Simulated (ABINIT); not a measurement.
# Quasiparticle gap of SiO2 (Quartz) in ABINIT, part 3 of 3

Aim: the G0W0 gap of SiO2 (Quartz) on LDA, step by step.

ABINIT 10.8.3; LDA and many-body steps on it, plane waves. Known limits of the many-body steps: not at the basis limit; coarse k mesh.

So far. Step 4 (Empty states on the mesh, 3×3×2 mesh, 177 bands): On this mesh the gap is 5.801 eV. Step 5 (Screening, 3×3×2 mesh, 161 bands, screening to 130.6 eV): Local fields lower ε∞ by 8 %. On a Γ-centred mesh this coarse the value itself is usually too large, while a short band sum pulls it down.

### Step 6. Self-energy, 3×3×2 mesh, 161 bands, screening to 130.6 eV

The self-energy is evaluated for the states that the input lists, and the levels follow from it, in one-shot runs by the linearised quasiparticle equation.

This step: G0W0 on LDA, plane waves, norm-conserving pseudopotentials.

The input, run.abi:

```
acell 3*1.0 Angstrom
rprim 
  4.915799999986 0.000000000003 0.000000000000
  -2.457899999996 4.257207679910 0.000000000000
  0.000000000000 0.000000000000 5.409100000000
ntypat 2
znucl 14 8
natom 9
typat 1 1 1 2 2 2 2 2 2
xred 
  0.530300000000 0.000000000000 0.333333333333
  0.000000000000 0.530300000000 0.666666666667
  0.469700000000 0.469700000000 -0.000000000000
  0.146200000000 0.414200000000 0.881000000000
  0.585800000000 0.732000000000 0.214333333333
  0.268000000000 0.853800000000 0.547666666667
  0.414200000000 0.146200000000 0.119000000000
  0.732000000000 0.585800000000 0.785666666667
  0.853800000000 0.268000000000 0.452333333333
pp_dirpath "pseudos"
pseudos "Si.upf, O.upf"
ecut 36
ngkpt 3 3 2
nshiftk 1
shiftk 0 0 0
kptopt 1
chksymbreak 0
istwfk *1
occopt 1
irdwfk 1
optdriver 4
nband 161
gwcalctyp 0
ecutsigx 36
symsigma 1
nkptgw 2
kptgw 
  0.3333333333 0.3333333333 0.0000000000
  0.0000000000 0.0000000000 0.0000000000
bdgw 
  22 26
  23 27
ecuteps 4.8
irdscr 1
ppmodel 1
indata_prefix "in"
outdata_prefix "out"
tmpdata_prefix "tmp"
```

Command:

```sh
$ OMP_NUM_THREADS=1 mpirun -n 8 abinit run.abi > log
```

Numbers of over 12 decimals in the logs are rounded to 6 here.

Output:

```text
.Version 10.8.3 of ABINIT. v10.8.2 released Aug 2026.

 Symmetries : space group P3_1 2 1 (#152); Bravais hP (primitive hexag.)
[... echo of the input left out ...]
== DATASET  1 ==================================================================
-   mpi_nproc: 8, omp_nthreads: 1 (-1 if OMP is not activated)

--- !DatasetInfo
iteration_state: {dtset: 1, }
dimensions: {natom: 9, nkpt: 6, mband: 161, nsppol: 1, nspinor: 1, nspden: 1, mpw: 7935, }
cutoff_energies: {ecut:  36.0, pawecutdg:  -1.0, }
electrons: {nelect:   4.80000000E+01, charge:   0.00000000E+00, occopt:   1.00000000E+00, tsmear:   1.00000000E-02, }

 SIGMA: Calculation of the GW corrections

 Based on a program developped by R.W. Godby, V. Olevano, G. Onida, and L. Reining.
 Incorporated in ABINIT by V. Olevano, G.-M. Rignanese, and M. Torrent.
.Using double precision arithmetic ; gwpc =  8

[... cell and pseudopotentials left out ...]
--------------------------------------------------------------------------------

 ==== K-mesh for the wavefunctions ====
 Number of points in the irreducible wedge :     6
[... list of points left out ...]
 Together with  6 symmetry operations and time-reversal symmetry
 yields    18 points in the full Brillouin Zone.

 ==== Q-mesh for screening function ====
 Number of points in the irreducible wedge :     6
[... list of points left out ...]
 Together with  6 symmetry operations and time-reversal symmetry
 yields    18 points in the full Brillouin Zone.

 vcoul_init : cutoff-mode = AUXILIARY_FUNCTION
 q-points for optical limit:   1
     1)      0.000010    0.000020    0.000030
 setmesh: FFT mesh size selected  =    45x   45x   60
          total number of points  =       121500

 Number of electrons calculated from density =   48.0000; Expected =   48.0000
 average of density, n =  0.062835
 r_s =    1.5604
 omega_plasma =   24.1800 [eV]

 === KS Band Gaps ===
  >>>> For spin  1
   Minimum direct gap =   6.1255 [eV], located at k-point      :   0.0000  0.0000  0.0000
   Fundamental gap    =   5.8014 [eV], Top of valence bands at :   0.3333  0.3333  0.0000
                                       Bottom of conduction at :   0.0000  0.0000  0.0000
 SIGMA fundamental parameters:
 PLASMON POLE MODEL  1
 number of plane-waves for SigmaX                 7935
 number of plane-waves for SigmaC and W            389
 number of plane-waves for wavefunctions          7935
 number of bands                                   161
 number of independent spin polarizations            1
 number of spinorial components                      1
 number of k-points in IBZ                           6
 number of q-points in IBZ                           6
 number of symmetry operations                       6
 number of k-points in BZ                           18
 number of q-points in BZ                           18
 number of frequencies for dSigma/dE                 9
 frequency step for dSigma/dE [eV]                0.25
 number of omega for Sigma on real axis              0
 max omega for Sigma on real axis  [eV]           0.00
 zcut for avoiding poles [eV]                     0.10

 EPSILON^-1 parameters (SCR file):
 dimension of the eps^-1 matrix on file            389
 dimension of the eps^-1 matrix used               389
 number of plane-waves for wavefunctions          7935
 number of bands                                   161
 number of q-points in IBZ                           6
 number of frequencies                               2
 number of real frequencies                          1
 number of imag frequencies                          1

 matrix elements of self-energy operator (all in [eV])

 Perturbative Calculation

--- !SelfEnergy_ee
iteration_state: {dtset: 1, }
kpoint     : [   0.333,    0.333,    0.000, ]
spin       : 1
KS_gap     :    8.700
QP_gap     :   12.041
Delta_QP_KS:    3.342
data: !SigmaeeData |
     Band     E0 <VxcDFT>   SigX SigC(E0)      Z dSigC/dE  Sig(E)    E-E0       E
       22  -0.320 -19.498 -25.458   4.182   0.814  -0.228 -20.946  -1.448  -1.768
       23  -0.320 -19.498 -25.458   4.182   0.814  -0.228 -20.946  -1.448  -1.768
       24   0.118 -19.840 -25.698   4.161   0.815  -0.226 -21.224  -1.384  -1.266
       25   8.818 -12.569  -7.108  -3.180   0.858  -0.165 -10.611   1.958  10.776
       26   8.818 -12.569  -7.108  -3.180   0.858  -0.165 -10.611   1.958  10.776

--- !SelfEnergy_ee
iteration_state: {dtset: 1, }
kpoint     : [   0.000,    0.000,    0.000, ]
spin       : 1
KS_gap     :    6.125
QP_gap     :    9.134
Delta_QP_KS:    3.008
data: !SigmaeeData |
     Band     E0 <VxcDFT>   SigX SigC(E0)      Z dSigC/dE  Sig(E)    E-E0       E
       23  -0.206 -19.281 -25.147   4.105   0.816  -0.226 -20.718  -1.437  -1.643
       24  -0.206 -19.281 -25.147   4.105   0.816  -0.226 -20.718  -1.437  -1.643
       25   5.920 -11.309  -6.475  -3.026   0.869  -0.151  -9.738   1.571   7.491
       26   9.156 -10.834  -5.307  -3.355   0.864  -0.157  -8.957   1.877  11.033
       27   9.156 -10.834  -5.307  -3.355   0.864  -0.157  -8.957   1.877  11.033

== END DATASET(S) ==============================================================
================================================================================

 -outvars: echo values of variables after computation  --------
           etotal      0.0000000000E+00
            nband         161
             nkpt           6
          spgroup         152
 [... the other variables as echoed above ...]

 Calculation completed.
```

Elapsed: 24 s, on 8 MPI ranks of Arm Neoverse N1, shared host; peak memory 2.2 GiB.

This step gave:

```
G0W0 gap on the points computed              : 8.757 eV
starting gap on the mesh                     : 5.801 eV
k of the valence top                         : 0.3333, 0.3333, 0
k of the conduction bottom                   : 0, 0, 0
Z at the valence top                         : 0.815
Z at the conduction bottom                   : 0.869
least direct G0W0 gap on the computed points : 9.134 eV
```

The gap on the mesh goes from 5.80 eV to 8.76 eV, a correction of +2.96 eV.

Limits: finite bands, cutoff and mesh; coarse k mesh. v1 is the top filled band, c1 the lowest empty one. The levels before and after the correction (eV, zero at the valence-band top of each column):

```tsv
	conduction bottom	valence top
Kohn-Sham	5.80	0.00
G0W0	8.76	0.00
```

```tsv
	level	energy (eV)
Kohn-Sham	(0.333 0.333 0) v3-v2	-0.439
Kohn-Sham	(0.333 0.333 0) v1	0.000
Kohn-Sham	(0.333 0.333 0) c1-c2	8.699
Kohn-Sham	Γ v2-v1	-0.324
Kohn-Sham	Γ c1	5.801
Kohn-Sham	Γ c2-c3	9.038
G0W0	(0.333 0.333 0) v3-v2	-0.502
G0W0	(0.333 0.333 0) v1	0.000
G0W0	(0.333 0.333 0) c1-c2	12.042
G0W0	Γ v2-v1	-0.377
G0W0	Γ c1	8.757
G0W0	Γ c2-c3	12.299
```

### Step 7. Where the time went

Times are wall times on the hardware named with each run, good to a factor of about two.

```tsv
step	time	share	memory (GiB)
ground state	65 s	18 %	0.85
bands along the symmetry lines	63 s	17 %	0.73
empty states on the mesh	1.7 min	28 %	0.68
screening	1.9 min	31 %	3.1
self-energy	24 s	7 %	2.2
```

### Step 8. Results

| Quantity | Value |
| --- | --- |
| LDA gap | 5.80 eV, indirect |
| G0W0 gap on the mesh | 8.76 eV |
| GW settings | 3×3×2 mesh, 161 bands, screening to 130.6 eV, Godby-Needs plasmon pole |
| known limits | not at the basis limit; coarse k mesh |

What this shows: G0W0 moves the gap on the mesh from 5.80 eV to 8.76 eV (+2.96 eV), with Z of 0.81 and 0.87 at the edges. Local fields lower the RPA ε∞ on this mesh from 2.59 to 2.39; a Γ-centred mesh this coarse tends to raise both, most where the direct gap is narrow, while a short band sum lowers them. Only 2 of the mesh's irreducible points were corrected, so a valley elsewhere could overtake. Bands and cutoff are finite, so the gap is not at the basis limit. The miss can reach some tenths of an eV and take either sign; the mesh is an error of its own. In the G0W0 run levels were corrected at 2 k points alone, so a gap called «on the mesh» is the least over those, and an edge elsewhere would be missed. The 3×3×2 mesh is coarse for this cell, which bears on the long-range parts of exchange and screening.

[Paths, hosts, dates, memory and timing lines, banners, echoed tables and standing remarks are left out of the program output.]

[Logs are printed without paths, hosts, clocks, repeated set-up lines and the standing remarks that a program may print on its own settings, such as how far it seeks lower states.]

[Runs of the session that timed out or met a known fault of the program may be left out.]

[Hosts, paths, dates, database ids (printed as entryN), source tags and the programs' standing remarks are cut or masked in the printed files.]

[G0W0 gaps are taken among the corrected bands and points alone; a level outside them can change the order at an edge.]

[Where Ansatz stands beside ABINIT at settings called matched, ABINIT's density can come from a denser mesh and the files from another edition; pairs whose starting gaps differed by over 0.03 eV were left out, so agreement reads better than it is.]
